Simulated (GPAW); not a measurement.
# BN in line between two Cu chains: relaxation, then transmission at several levels, part 3 of 3

How well does BN in line between two Cu chains conduct once its atoms have relaxed, and how much do cheaper levels lose?

GPAW 26.7.0; GPAW LCAO, PAW setups; relaxation of the junction within the symmetry of its start, lead ends held (the session's first sound run).

So far, transmission at the Fermi level (one spin): step 3 (double-zeta polarised basis, PBE, GPAW) 0.190; step 4 (GPAW, szp: basis = "szp(dzp)", PBE, GPAW) 0.213; step 5 (GPAW, sz: basis = "sz(dzp)", PBE, GPAW) 0.165; step 6 (LDA in the dzp basis: xc = "LDA") 0.182; step 7 (without the relaxation: geometry = "as built", PBE, GPAW) 0.196.

**8. All levels side by side**

Times are for 1 thread of Arm Neoverse V1, shared host. The series side by side:

```
no.      run  conductance (G₀)  time  memory (GiB)
  1      dzp            0.1954  96 s           1.4
  2      szp            0.2325  95 s           1.4
  3       sz            0.1740  69 s           1.3
  4  dzp LDA            0.1871  69 s           1.4
  5  asbuilt            0.2017  90 s           1.4
```

**9. Comparison**

The curves are compared point by point over the common energies.

This step: comparison of transmission and cost over codes, levels and geometry (GPAW 26.7.0).

Ladder, by row:

```
   step  code  T at the Fermi level (sum over the listed spins)  conductance (G0)  r.m.s. T(E) from the first  wall time (s)  peak memory (GiB)  threads
    dzp  GPAW                                            0.1898            0.1954                           0          96.06               1.37        1
    szp  GPAW                                            0.2125            0.2325                      0.2238          95.39               1.35        1
     sz  GPAW                                             0.165             0.174                      0.2762             69               1.29        1
dzp-LDA  GPAW                                            0.1819            0.1871                     0.04448          69.33               1.39        1
asbuilt  GPAW                                            0.1955            0.2017                      0.0789          89.71               1.37        1
```

The transmission, zone mean, sum over the listed spins by energy, zero at the Fermi level:

```
energy (eV)     dzp     szp      sz  dzp-LDA  asbuilt
     -2.000   0.104   0.121   0.122   0.0924   0.0904
     -1.800   0.105   0.124   0.274   0.0938   0.0904
     -1.600    1.04   0.642   0.666    0.973    0.886
     -1.400    1.12   0.863   0.704     1.04    0.861
     -1.200    1.16    1.02    1.05     1.09     1.09
     -1.000    1.29    1.31    1.27     1.24     1.27
     -0.825    1.52    1.59    1.55     1.46     1.50
     -0.800    1.51    1.59    1.56     1.45     1.50
     -0.600    1.17    1.33    1.65     1.10     1.19
     -0.400    1.24    1.55    1.96     1.18     1.28
     -0.275    1.41    1.84    1.98     1.35     1.48
     -0.250    1.41    1.88    2.27     1.34     1.49
     -0.200    1.31    1.92    2.14     1.23     1.41
      0.000   0.190   0.213   0.165    0.182    0.196
      0.200   0.124   0.139   0.115    0.117    0.127
      0.400  0.0917   0.103  0.0909   0.0855   0.0931
      0.600  0.0736  0.0836  0.0768   0.0679   0.0745
      0.800  0.0628  0.0715  0.0676   0.0576   0.0635
      1.000  0.0563  0.0636  0.0613   0.0513   0.0569
      1.200  0.0524  0.0584  0.0569   0.0477   0.0530
      1.400  0.0502  0.0546  0.0539   0.0455   0.0507
      1.600  0.0489  0.0518  0.0519   0.0443   0.0495
      1.800  0.0481  0.0495  0.0507   0.0435   0.0488
      2.000  0.0474  0.0474  0.0500   0.0429   0.0482
```

**10. A varied run**

One more run, with changed settings.

This step: GPAW LCAO, PAW setups; Landauer transmission from Green's functions with principal layers (ASE), zero bias (GPAW 26.7.0).

The input, run.py:

```python
import json
import numpy as np
from ase import Atoms
from ase.transport.calculators import TransportCalculator
from gpaw import GPAW, FermiDirac
from gpaw.lcao.tools import get_lcao_hamiltonian
from scipy.linalg import eigh

# The junction with lead layers at both ends, along the third cell vector
device = Atoms(
    ['Cu', 'Cu', 'Cu', 'Cu', 'Cu', 'Cu', 'B', 'N', 'Cu', 'Cu', 'Cu', 'Cu', 'Cu', 'Cu'],
    positions=[
        [4.50000, 4.50000, 1.15000],
        [4.50000, 4.50000, 3.45000],
        [4.50000, 4.50000, 5.75000],
        [4.50000, 4.50000, 8.05000],
        [4.50000, 4.50000, 10.35000],
        [4.50000, 4.50000, 12.65775],
        [4.50000, 4.50000, 14.52978],
        [4.50000, 4.50000, 15.82403],
        [4.50000, 4.50000, 17.59832],
        [4.50000, 4.50000, 19.84980],
        [4.50000, 4.50000, 22.14980],
        [4.50000, 4.50000, 24.44980],
        [4.50000, 4.50000, 26.74980],
        [4.50000, 4.50000, 29.04980]],
    cell=[[9.0, 0.0, 0.0], [0.0, 9.0, 0.0], [0.0, 0.0, 30.1998]],
    pbc=True)

# One principal layer of the lead: the first 3 atoms of the device
lead = Atoms(
    ['Cu', 'Cu', 'Cu'],
    positions=[
        [4.50000, 4.50000, 1.15000],
        [4.50000, 4.50000, 3.45000],
        [4.50000, 4.50000, 5.75000]],
    cell=[[9.0, 0.0, 0.0], [0.0, 9.0, 0.0], [0.0, 0.0, 6.9]],
    pbc=True)

settings = dict(mode='lcao', basis='dzp', xc='PBE', h=0.4,
                occupations=FermiDirac(0.1), maxiter=60,
                mixer=dict(beta=0.1, nmaxold=8, weight=100.0),
                convergence=dict(density=0.0001))
energies = np.arange(-2, 2 + 1e-9, 0.025)
eta = 0.0001
n1, n2 = 1, 1
# k and -k transmit alike, so half of the mesh across the current serves
mesh = [(i, j) for i in range(n1) for j in range(n2) if (i, j) <= (-i % n1, -j % n2)]
weights = np.array([1 if (i, j) == (-i % n1, -j % n2) else 2 for i, j in mesh]) / (n1 * n2)


def ground_state(atoms, size, txt):
    atoms.calc = GPAW(kpts={'size': size, 'gamma': True}, symmetry={'tolerance': 1e-3}, txt=txt, **settings)
    atoms.get_potential_energy()
    return atoms.calc.get_fermi_level()


def blocks(atoms, fermi, points, nz, cells):
    """H - E_F S and S between cell 0 and the cells above it, at each point across the current."""
    kz = np.arange(nz) / nz
    calc = atoms.calc.fixed_density(kpts=[(*k, z) for k in points for z in kz], symmetry='off', txt=None)
    H, S = get_lcao_hamiltonian(calc)
    H = (H - fermi * S).reshape(len(H), len(points), nz, *S.shape[1:])
    S = S.reshape(H.shape[1:])
    phases = [np.exp(-2j * np.pi * kz * R) / nz for R in cells]
    return [(np.einsum('skzij,z->ksij', H, p), np.einsum('kzij,z->kij', S, p)) for p in phases]


def pair(a, b):
    return np.block([[a, b], [b.T.conj(), a]])


def count_channels(h, s, cells, nk=240):
    """Half the number of times that the lead's bands cross each energy, unfolded to its shortest repeat."""
    b = len(h) // cells
    bands = []
    for k in (np.arange(nk + 1) + 0.5) / nk:
        hk, sk = h[:b, :b].copy(), s[:b, :b].copy()
        for R in range(1, cells):
            phase, block = np.exp(2j * np.pi * k * R), slice(R * b, (R + 1) * b)
            hk += h[:b, block] * phase + (h[:b, block] * phase).T.conj()
            sk += s[:b, block] * phase + (s[:b, block] * phase).T.conj()
        w, u = eigh(sk)
        x = u[:, w > 1e-5] / w[w > 1e-5]**0.5  # drop near-dependent combinations
        bands.append(np.r_[eigh(x.T.conj() @ hk @ x, eigvals_only=True), [1e9] * (w <= 1e-5).sum()])
    below = np.array(bands)[:, :, None] < energies
    return (below[1:] != below[:-1]).sum((0, 1)) / 2


fermi_lead = ground_state(lead, (1, 1, 16), 'lead.txt')
fermi_device = ground_state(device, (1, 1, 3), 'device.txt')
T, channels, eigen, tail, misfit, shifts = [], [], [], 0.0, 0.0, []
for first in range(0, len(mesh), 566):
    points = [(i / n1, j / n2) for i, j in mesh[first:first + 566]]
    (H0k, S0k), (H1k, S1k), (H2k, _) = blocks(lead, fermi_lead, points, 5, range(3))
    [(Hk, Sk)] = blocks(device, fermi_device, points, 2, [0])
    tail = max(tail, abs(H2k).max())
    for H0, S0, H1, S1, H, S in zip(H0k, S0k, H1k, S1k, Hk, Sk):
        n = len(S0)
        # Shift the lead onto the potential of the device's first layer
        shift = ((H[:, 0, 0] - H0[:, 0, 0]) / S0[0, 0]).real.mean()
        shifts.append(shift)
        misfit = max(misfit, abs(H[:, :n, :n] - H0 - shift * S0).max())
        Tk, Ck, Ek = [], [], []
        for s in range(len(H)):
            t = s % len(H0)  # a lead without moments serves both spins
            h1, s1 = pair(H0[t] + shift * S0, H1[t] + shift * S1), pair(S0, S1)
            leads = dict(h1=h1, s1=s1, energies=energies, eta=eta, eta1=eta, eta2=eta)
            calc = TransportCalculator(h=H[s], s=S, eigenchannels=3, **leads)
            Tk.append(calc.get_transmission())
            Ek.append(np.sort(calc.eigenchannels_ne, axis=0)[::-1])
            Ck.append(count_channels(h1, s1, 6))
        T.append(Tk)
        channels.append(Ck)
        eigen.append(Ek)
T, channels = np.array(T), np.array(channels)
mean, open_channels = np.einsum('kse,k->se', T, weights), np.einsum('kse,k->se', channels, weights)

print(f'basis functions: device {len(S)}, principal layer {n}')
print(f'Fermi level: lead {fermi_lead:.4f} eV, device {fermi_device:.4f} eV; lead shifted by {np.mean(shifts):.4f} eV')
print(f'largest coupling past the next layer {tail:.2e} eV, largest misfit of the first layer {misfit:.3f} eV')
print('  E-E_F (eV)   ' + 'T (one spin)  channels')
for e, t, c in zip(energies, mean.T, open_channels.T):
    print(f'{e:10.3f}  ', *[f'{x:11.4e}' for x in t], *[f'{x:9.4f}' for x in c])

kT = 8.617333e-5 * 300
fine = np.linspace(energies[0], energies[-1], 4001)
both = np.exp(np.interp(fine, energies, np.log(np.maximum(mean.sum(0) * 2 / len(mean), 1e-30))))
fermi = lambda mu: 1 / (1 + np.exp(np.clip((fine - mu) / kT, -200, 200)))
slope = fermi(0) * (1 - fermi(0)) / kT
G = np.trapezoid(both * slope, fine) / 2
seebeck = -np.trapezoid(both * slope * fine, fine) / (2 * G * 300) * 1e6
print(f'conductance at 300 K: {G:.5g} G0 a cell; thermopower {seebeck:.4g} uV/K')
bias = [0.1, 0.2, 0.5, 1.0, 1.5, 2.0]
current = [38.74 * np.trapezoid(both * (fermi(V / 2) - fermi(-V / 2)), fine) for V in bias]
for V, I in zip(bias, current):
    print(f'current from the zero-bias T(E) at {V} V: {I:.5g} uA')
zero = abs(energies).argmin()
json.dump(dict(energies=energies.tolist(), T=mean.tolist(), channels=open_channels.tolist(), G=G, seebeck=seebeck,
               bias=bias, current=current, tail=tail, misfit=misfit, shift=np.mean(shifts), n_device=len(S), n_lead=n,
               fermi=[fermi_lead, fermi_device], energy=device.get_potential_energy(),
               moments=device.get_magnetic_moments().tolist(), mesh=mesh, weights=weights.tolist(),
               T_k=T[:, :, zero].tolist(), eigen=np.array(eigen[0]).tolist()), open('result.json', 'w'))
```

Command:

```bash
OMP_NUM_THREADS=1 OPENBLAS_NUM_THREADS=1 python run.py
```

What it wrote:

```text
basis functions: device 206, principal layer 45
Fermi level: lead -3.7117 eV, device -3.9320 eV; lead shifted by -0.0062 eV
largest coupling past the next layer 4.59e-05 eV, largest misfit of the first layer 0.070 eV
  E-E_F (eV)   T (one spin)  [channel counts left out]
    -2.000    7.2761e-02
    -1.975    7.2927e-02
    -1.950    7.3278e-02
    -1.925    7.3833e-02
    -1.900    7.4608e-02
    -1.875    7.5625e-02
    -1.850    7.6907e-02
    -1.825    7.8479e-02
    -1.800    8.0374e-02
    -1.775    8.2626e-02
    -1.750    8.5280e-02
    -1.725    2.2719e-01
    -1.700    4.0211e-01
    -1.675    5.0813e-01
    -1.650    6.0938e-01
    -1.625    7.0736e-01
[...]
1.825    3.6558e-02
     1.850    3.6558e-02
     1.875    3.6556e-02
     1.900    3.6552e-02
     1.925    3.6547e-02
     1.950    3.6541e-02
     1.975    3.6532e-02
     2.000    3.6521e-02
conductance at 300 K: 0.10956 G0 a cell; thermopower 31.7 uV/K
current from the zero-bias T(E) at 0.1 V: 0.8699 uA
current from the zero-bias T(E) at 0.2 V: 1.9514 uA
current from the zero-bias T(E) at 0.5 V: 11.632 uA
current from the zero-bias T(E) at 1.0 V: 30.504 uA
current from the zero-bias T(E) at 1.5 V: 50.476 uA
current from the zero-bias T(E) at 2.0 V: 70.999 uA
```

Elapsed: 29 s, on 1 thread of Arm Neoverse V1, shared host; peak memory 0.29 GiB.

The run finished. A setting was moved off its sound value on purpose, so it serves as a test and not as the result.

The fault put into the input: a grid far too coarse (h = 0.4).

Side by side:

```
                                           quantity    this run  sound run  difference
                                   conductance (G₀)     0.10956    0.19544     -0.0859
largest coupling past the next principal layer (eV)    4.590e-5   4.594e-5     -3.9e-8
   largest misfit of the first principal layer (eV)    0.070255   0.039059      0.0312
                    shift that aligns the lead (eV)  -0.0061558  -5.292e-5    -0.00610
         transmission at the Fermi level (one spin)     0.10533    0.18983     -0.0845
```

The two runs differ clearly in the transmission at the Fermi level (one spin): 0.105 against 0.190.

**11. Summary of results**

| Item | Value |
| --- | --- |
| conductance | 0.195 G₀ |
| transmission at the Fermi level, mean of the spins | 0.190 |

What this shows: In the dzp basis the junction conducts 0.195 G₀ at 300 K, with T = 0.190 a spin at the Fermi level; no smaller basis tried comes within 10 % of that conductance. Relaxation moved atoms by up to 0.049 Å and took the conductance from 0.202 to 0.195 G₀, as a ratio a smaller change than the step from dzp to the minimal basis. At the Fermi level one eigenchannel carries the current (0.19). Measured against the first run (dzp), the nearest curve is that of dzp-LDA (r.m.s. 0.044) and the farthest that of sz (0.28). Over the compared runs wall time goes from 69 s (sz) to 96 s (dzp), on a shared host. The leads kept an estimated spacing and the cell its length, so the junction may be under some tension or compression. The geometry comes from the orbital basis, which tends to overbind, and kept the symmetry of the start, so a structure of lower symmetry may lie lower. An evenly spaced straight chain is an idealisation: free chains tend to dimerise, zigzag or, where a band edge lies near the Fermi level, turn magnetic. The currents use the zero-bias T(E) throughout, which holds only while the bias is small against the distance to the nearest feature. The thermopower isn't quoted: it samples T(E) farther from the Fermi level than the conductance does, and the energy grid wasn't tested for it.

[Logs are printed without paths, hosts, clocks, repeated set-up lines and the standing remarks that a program may print on its own settings, such as how far it seeks lower states.]

[Hosts, paths, dates, database ids (printed as entryN), source tags and the programs' standing remarks are cut or masked in the printed files.]
